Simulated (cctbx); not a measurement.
# TcBi with cctbx, script by script

Library: cctbx 2025.11. The data are simulated by the first script.

## 1. Simulate the data

run.py:

```python
from cctbx import adptbx, crystal, miller, sgtbx, xray
from cctbx.array_family import flex
from iotbx.shelx import hklf
from scitbx import matrix
import scitbx.random

cs = crystal.symmetry(unit_cell=(3.542, 3.542, 3.542, 90, 90, 90), space_group_symbol='Hall: -P 4 2 3')  # Pm-3m
atoms = [  # label, site, U (iso, or U11 U22 U33 U12 U13 U23 in A^2), occupancy
    ("Bi1", (0, 0, 0), (0.0149, 0.0149, 0.0149, 0.0000, -0.0000, 0.0000), 1),
    ("Tc1", (0.5, 0.5, 0.5), (0.0243, 0.0243, 0.0243, 0.0000, 0.0000, 0.0000), 1),
]
xs = xray.structure(crystal_symmetry=cs)
for label, site, u, occ in atoms:
    u = adptbx.u_cif_as_u_star(cs.unit_cell(), u) if isinstance(u, tuple) else u
    xs.add_scatterer(xray.scatterer(label, site=site, u=u, occupancy=occ))
xs.set_inelastic_form_factors(0.56087, "sasaki")
xs.show_summary()
p1 = xs.expand_to_p1()
ms = miller.build_set(p1, anomalous_flag=True, d_min=1.1)
flex.set_random_seed(454722)
scitbx.random.set_random_seed(454722)
ms = ms.select(flex.random_double(ms.size()) < 0.7)
i = ms.structure_factors_from_scatterers(p1, algorithm="direct").f_calc().as_intensity_array().data()
i = i * 20000 / flex.max(i)
sig = flex.sqrt(i + flex.pow2(0.06 * i) + 2 ** 2)
noise = scitbx.random.variate(scitbx.random.normal_distribution())(i.size())
data = ms.array(data=i + sig * noise, sigmas=sig).set_observation_type_xray_intensity()
with open("data.hkl", "w") as f:
    data.export_as_shelx_hklf(f)
print("reflections written:", data.size(), " <I/sigma> = %.1f" % flex.mean(data.data() / data.sigmas()))
for h, a, b in list(data.sort("data"))[:12]:
    print("%4d%4d%4d %9.1f %7.1f" % (h + (a, b)))
```

```console
$ python run.py
```

```text
Number of scatterers: 2
At special positions: 2
Unit cell: (3.542, 3.542, 3.542, 90, 90, 90)
Space group: P m -3 m (No. 221)
reflections written: 101  <I/sigma> = 15.9
   0  -1  -1   22714.1  1208.3
   0   1  -1   20590.8  1208.3
  -1   1   0   19523.8  1208.3
   1   0  -1   19496.2  1208.3
   1   1   0   19347.3  1208.3
   1   0   1   18538.2  1208.3
   1  -1   0   18000.1  1208.3
  -1   0   1   17556.2  1208.3
   0   0   2   14288.9   871.8
   2   0   0   13780.9   871.8
  -2   0   0   13713.8   871.8
  -2   1  -1   11929.5   663.3
```

Run time: 0.23 s on 1 thread of Arm Neoverse V2, with other jobs on the host, peak memory 0.07 GiB.

## 2. Refinement (right model)

run.py:

```python
import math
from cctbx import adptbx, crystal, maptbx, sgtbx, xray
from cctbx.array_family import flex
from cctbx.xray import observations
from iotbx.shelx import hklf
from scitbx.lstbx import normal_eqns_solving
from smtbx import absolute_structure, utils
from smtbx.refinement import constraints, least_squares

cs = crystal.symmetry(unit_cell=(3.542, 3.542, 3.542, 90, 90, 90), space_group_symbol='Hall: -P 4 2 3')  # Pm-3m
atoms = [  # label, site, U (iso, or U11 U22 U33 U12 U13 U23 in A^2), occupancy
    ("Bi1", (0, 0, 0), 0.0200, 1),
    ("Tc1", (0.5, 0.5, 0.5), 0.0200, 1),
]
xs = xray.structure(crystal_symmetry=cs)
for label, site, u, occ in atoms:
    u = adptbx.u_cif_as_u_star(cs.unit_cell(), u) if isinstance(u, tuple) else u
    xs.add_scatterer(xray.scatterer(label, site=site, u=u, occupancy=occ))
xs.set_inelastic_form_factors(0.56087, "sasaki")
raw = hklf.reader(file_name="data.hkl").as_miller_arrays(crystal_symmetry=cs, anomalous=True)[0]
merged = raw.eliminate_sys_absent().merge_equivalents()
fo2 = merged.array().set_observation_type_xray_intensity()
print("Rint %.3f, %d unique reflections to %.2f A" % (merged.r_int(), fo2.size(), fo2.d_min()))
for sc in xs.scatterers():
    sc.flags.set_grad_site(True)
    sc.flags.set_grad_u_aniso(sc.flags.use_u_aniso())
    sc.flags.set_grad_u_iso(sc.flags.use_u_iso())
obs = fo2.as_xray_observations()
extra = {}
rep = constraints.reparametrisation(xs, [], utils.connectivity_table(xs), **extra)
ls = least_squares.crystallographic_ls(obs, rep, weighting_scheme=least_squares.mainstream_shelx_weighting(a=0, b=0))
print("cycle     R1     wR2    GooF  max shift (A)")
for cycle in range(8):
    ls.build_up()
    r1, wr2, goof = ls.r1_factor(cutoff_factor=2)[0], ls.wR2(), ls.goof()
    old = xs.sites_cart()
    normal_eqns_solving.levenberg_marquardt_iterations(ls, n_max_iterations=3, tau=1e-06, step_threshold=1e-7)
    big = flex.max((xs.sites_cart() - old).norms())
    print("%4d %7.4f %7.4f %7.3f %9.5f" % (cycle + 1, r1, wr2, goof, big))
    ls.build_up(objective_only=True)
    if abs(ls.wR2() - wr2) < 5e-5 and big < 5e-4:
        break
ls.build_up()
print("final R1 %.4f wR2 %.4f GooF %.3f  parameters %d  data/parameter %.1f" % (ls.r1_factor(cutoff_factor=2)[0], ls.wR2(), ls.goof(), ls.n_parameters, fo2.size() / ls.n_parameters))
cov = ls.covariance_matrix_and_annotations()
su = dict(zip(cov.annotations, (math.sqrt(max(v, 0)) for v in cov.matrix.matrix_packed_u_diagonal())))
a2 = cs.unit_cell().reciprocal_parameters()[0] ** -2
print("atom        x        y        z      Ueq    occ   su(xyz)  su(Uiso or U11)")
for sc in xs.scatterers():
    s = max(su.get(sc.label + k, 0) for k in (".x", ".y", ".z"))
    npd = "" if sc.is_positive_definite_u(cs.unit_cell()) else "  NPD"
    print("%-5s %8.5f %8.5f %8.5f %8.4f %6.3f %8.5f %7.4f%s" % ((sc.label,) + sc.site + (sc.u_iso_or_equiv(cs.unit_cell()), sc.occupancy, s, su.get(sc.label + ".uiso", su.get(sc.label + ".u11", 0) * a2), npd)))
fo = fo2.f_sq_as_f()
fc = fo.structure_factors_from_scatterers(xs, algorithm="direct").f_calc()
diff = fo.f_obs_minus_f_calc(1 / math.sqrt(ls.scale_factor()), fc).average_bijvoet_mates()
m = diff.fft_map(symmetry_flags=maptbx.use_space_group_symmetry, resolution_factor=0.25).apply_volume_scaling()
print("difference map: max %.2f min %.2f rms %.2f" % (m.statistics().max(), m.statistics().min(), m.statistics().sigma()))
peaks = m.peak_search(parameters=maptbx.peak_search_parameters(min_distance_sym_equiv=0.6, max_clusters=6)).all()
near = xs.closest_distances(peaks.sites(), distance_cutoff=4)
sps = cs.special_position_settings(min_distance_sym_equiv=0.5)
for k, (x, h) in enumerate(zip(peaks.sites(), peaks.heights())):
    ss = sps.site_symmetry(x)
    print("Q%-3d %7.4f %7.4f %7.4f %4d %7.2f  %.2f A from %s" % ((k + 1,) + tuple(t % 1 for t in ss.exact_site()) + (ss.multiplicity(), h, near.smallest_distances[k], xs.scatterers()[near.i_seqs[k]].label)))
```

```console
$ python run.py
```

```text
Rint 0.052, 10 unique reflections to 1.12 A
cycle     R1     wR2    GooF  max shift (A)
   1  0.0457  0.1039   5.218   0.00000
   2  0.0072  0.0147   0.739   0.00000
final R1 0.0072 wR2 0.0147 GooF 0.739  parameters 2  data/parameter 5.0
atom        x        y        z      Ueq    occ   su(xyz)  su(Uiso or U11)
Bi1    0.00000  0.00000  0.00000   0.0151  1.000  0.00000  0.0006
Tc1    0.50000  0.50000  0.50000   0.0244  1.000  0.00000  0.0009
difference map: max 0.28 min -0.39 rms 0.12
Q1    0.2708  0.2708  0.2708    8    0.28  1.41 A from Tc1
Q2    0.0000  0.0000  0.5000    3    0.13  1.77 A from Bi1
Q3    0.0000  0.5000  0.5000    3   -0.01  1.77 A from Tc1
```

Time: 0.39 s.

## 3. Simulate the data

run.py, as its changes from the last script of this kind:

```diff
@@ -19 +19 @@
-ms = miller.build_set(p1, anomalous_flag=True, d_min=1.1)
+ms = miller.build_set(p1, anomalous_flag=True, d_min=0.84)
```

```console
$ python run.py
```

```text
Number of scatterers: 2
At special positions: 2
Unit cell: (3.542, 3.542, 3.542, 90, 90, 90)
Space group: P m -3 m (No. 221)
reflections written: 212  <I/sigma> = 15.6
  -1   1   0   21077.2  1208.3
   0  -1   1   20974.5  1208.3
   1  -1   0   20732.7  1208.3
   1   0   1   20723.6  1208.3
   1   0  -1   20600.1  1208.3
   0  -1  -1   20182.9  1208.3
   1   1   0   19472.4  1208.3
  -1   0   1   18741.7  1208.3
  -1   0  -1   18140.6  1208.3
   0   1   1   17683.8  1208.3
   0   1  -1   16825.0  1208.3
   2   0   0   15424.8   871.8
```

Time: 0.23 s.

## 4. Refinement (right model)

run.py, as its changes from the last script of this kind:

```diff
@@ -19,0 +20 @@
+xs.convert_to_anisotropic()
```

```console
$ python run.py
```

```text
Rint 0.049, 17 unique reflections to 0.86 A
cycle     R1     wR2    GooF  max shift (A)
   1  0.0689  0.1725   9.539   0.00000
   2  0.0100  0.0186   1.028   0.00000
final R1 0.0100 wR2 0.0186 GooF 1.028  parameters 2  data/parameter 8.5
atom        x        y        z      Ueq    occ   su(xyz)  su(Uiso or U11)
Bi1    0.00000  0.00000  0.00000   0.0153  1.000  0.00000  0.0003
Tc1    0.50000  0.50000  0.50000   0.0250  1.000  0.00000  0.0005
difference map: max 0.28 min -0.86 rms 0.17
Q1    0.0000  0.2449  0.2449   12    0.29  1.23 A from Bi1
Q2    0.3153  0.3153  0.3153    8    0.26  1.13 A from Tc1
Q3    0.0000  0.2081  0.5000   12    0.25  1.92 A from Bi1
```

Time: 0.39 s.

## 5. Simulate the data

run.py, as its changes from the last script of this kind:

```diff
@@ -19 +19 @@
-ms = miller.build_set(p1, anomalous_flag=True, d_min=0.84)
+ms = miller.build_set(p1, anomalous_flag=True, d_min=0.6)
```

```console
$ python run.py
```

```text
Number of scatterers: 2
At special positions: 2
Unit cell: (3.542, 3.542, 3.542, 90, 90, 90)
Space group: P m -3 m (No. 221)
reflections written: 582  <I/sigma> = 14.7
   0   1   1   21661.5  1208.3
   0  -1  -1   21157.9  1208.3
   1   0  -1   21077.8  1208.3
   0   1  -1   19766.6  1208.3
   1  -1   0   19397.7  1208.3
   1   0   1   18320.9  1208.3
  -1  -1   0   18032.9  1208.3
   0   0   2   14392.6   871.8
   0   0  -2   14354.0   871.8
  -2   0   0   14296.7   871.8
  -1   1   2   12400.3   663.3
   2   1   1   11655.8   663.3
```

Time: 0.23 s.

## 6. Refinement (right model)

run.py:

```python
import math
from cctbx import adptbx, crystal, maptbx, sgtbx, xray
from cctbx.array_family import flex
from cctbx.xray import observations
from iotbx.shelx import hklf
from scitbx.lstbx import normal_eqns_solving
from smtbx import absolute_structure, utils
from smtbx.refinement import constraints, least_squares

cs = crystal.symmetry(unit_cell=(3.542, 3.542, 3.542, 90, 90, 90), space_group_symbol='Hall: -P 4 2 3')  # Pm-3m
atoms = [  # label, site, U (iso, or U11 U22 U33 U12 U13 U23 in A^2), occupancy
    ("Bi1", (0, 0, 0), 0.0200, 1),
    ("Tc1", (0.5, 0.5, 0.5), 0.0200, 1),
]
xs = xray.structure(crystal_symmetry=cs)
for label, site, u, occ in atoms:
    u = adptbx.u_cif_as_u_star(cs.unit_cell(), u) if isinstance(u, tuple) else u
    xs.add_scatterer(xray.scatterer(label, site=site, u=u, occupancy=occ))
xs.set_inelastic_form_factors(0.56087, "sasaki")
xs.convert_to_anisotropic()
raw = hklf.reader(file_name="data.hkl").as_miller_arrays(crystal_symmetry=cs, anomalous=True)[0]
merged = raw.eliminate_sys_absent().merge_equivalents()
fo2 = merged.array().set_observation_type_xray_intensity()
print("Rint %.3f, %d unique reflections to %.2f A" % (merged.r_int(), fo2.size(), fo2.d_min()))
for sc in xs.scatterers():
    sc.flags.set_grad_site(True)
    sc.flags.set_grad_u_aniso(sc.flags.use_u_aniso())
    sc.flags.set_grad_u_iso(sc.flags.use_u_iso())
obs = fo2.as_xray_observations()
extra = {}
rep = constraints.reparametrisation(xs, [], utils.connectivity_table(xs), **extra)
ls = least_squares.crystallographic_ls(obs, rep, weighting_scheme=least_squares.mainstream_shelx_weighting(a=0, b=0))
print("cycle     R1     wR2    GooF  max shift (A)")
for cycle in range(8):
    ls.build_up()
    r1, wr2, goof = ls.r1_factor(cutoff_factor=2)[0], ls.wR2(), ls.goof()
    old = xs.sites_cart()
    normal_eqns_solving.levenberg_marquardt_iterations(ls, n_max_iterations=3, tau=1e-06, step_threshold=1e-7)
    big = flex.max((xs.sites_cart() - old).norms())
    print("%4d %7.4f %7.4f %7.3f %9.5f" % (cycle + 1, r1, wr2, goof, big))
    ls.build_up(objective_only=True)
    if abs(ls.wR2() - wr2) < 5e-5 and big < 5e-4:
        break
ls.build_up()
print("final R1 %.4f wR2 %.4f GooF %.3f  parameters %d  data/parameter %.1f" % (ls.r1_factor(cutoff_factor=2)[0], ls.wR2(), ls.goof(), ls.n_parameters, fo2.size() / ls.n_parameters))
cov = ls.covariance_matrix_and_annotations()
su = dict(zip(cov.annotations, (math.sqrt(max(v, 0)) for v in cov.matrix.matrix_packed_u_diagonal())))
a2 = cs.unit_cell().reciprocal_parameters()[0] ** -2
print("atom        x        y        z      Ueq    occ   su(xyz)  su(Uiso or U11)")
for sc in xs.scatterers():
    s = max(su.get(sc.label + k, 0) for k in (".x", ".y", ".z"))
    npd = "" if sc.is_positive_definite_u(cs.unit_cell()) else "  NPD"
    print("%-5s %8.5f %8.5f %8.5f %8.4f %6.3f %8.5f %7.4f%s" % ((sc.label,) + sc.site + (sc.u_iso_or_equiv(cs.unit_cell()), sc.occupancy, s, su.get(sc.label + ".uiso", su.get(sc.label + ".u11", 0) * a2), npd)))
fo = fo2.f_sq_as_f()
fc = fo.structure_factors_from_scatterers(xs, algorithm="direct").f_calc()
diff = fo.f_obs_minus_f_calc(1 / math.sqrt(ls.scale_factor()), fc).average_bijvoet_mates()
m = diff.fft_map(symmetry_flags=maptbx.use_space_group_symmetry, resolution_factor=0.25).apply_volume_scaling()
print("difference map: max %.2f min %.2f rms %.2f" % (m.statistics().max(), m.statistics().min(), m.statistics().sigma()))
peaks = m.peak_search(parameters=maptbx.peak_search_parameters(min_distance_sym_equiv=0.6, max_clusters=6)).all()
near = xs.closest_distances(peaks.sites(), distance_cutoff=4)
sps = cs.special_position_settings(min_distance_sym_equiv=0.5)
for k, (x, h) in enumerate(zip(peaks.sites(), peaks.heights())):
    ss = sps.site_symmetry(x)
    print("Q%-3d %7.4f %7.4f %7.4f %4d %7.2f  %.2f A from %s" % ((k + 1,) + tuple(t % 1 for t in ss.exact_site()) + (ss.multiplicity(), h, near.smallest_distances[k], xs.scatterers()[near.i_seqs[k]].label)))
```

```console
$ python run.py
```

```text
Rint 0.052, 38 unique reflections to 0.61 A
cycle     R1     wR2    GooF  max shift (A)
   1  0.1048  0.2543  14.219   0.00000
   2  0.0074  0.0156   0.871   0.00000
final R1 0.0074 wR2 0.0156 GooF 0.871  parameters 2  data/parameter 19.0
atom        x        y        z      Ueq    occ   su(xyz)  su(Uiso or U11)
Bi1    0.00000  0.00000  0.00000   0.0149  1.000  0.00000  0.0001
Tc1    0.50000  0.50000  0.50000   0.0241  1.000  0.00000  0.0002
difference map: max 0.49 min -0.78 rms 0.19
Q1    0.1549  0.3056  0.5000   24    0.51  1.40 A from Tc1
Q2    0.0000  0.2765  0.2765   12    0.44  1.38 A from Bi1
Q3    0.2878  0.5000  0.5000    6    0.25  0.75 A from Tc1
Q4    0.0000  0.0000  0.5000    3    0.18  1.77 A from Bi1
Q5    0.1244  0.1244  0.1244    8    0.17  0.76 A from Bi1
Q6    0.0909  0.0909  0.2922   24    0.15  1.13 A from Bi1
```

Run time: 0.39 s on 1 thread of Arm Neoverse V2 (shared host), peak memory 0.09 GiB.

[Logs are printed without paths, hosts, clocks, repeated set-up lines and the standing remarks that a program may print on its own settings, such as how far it seeks lower states.]
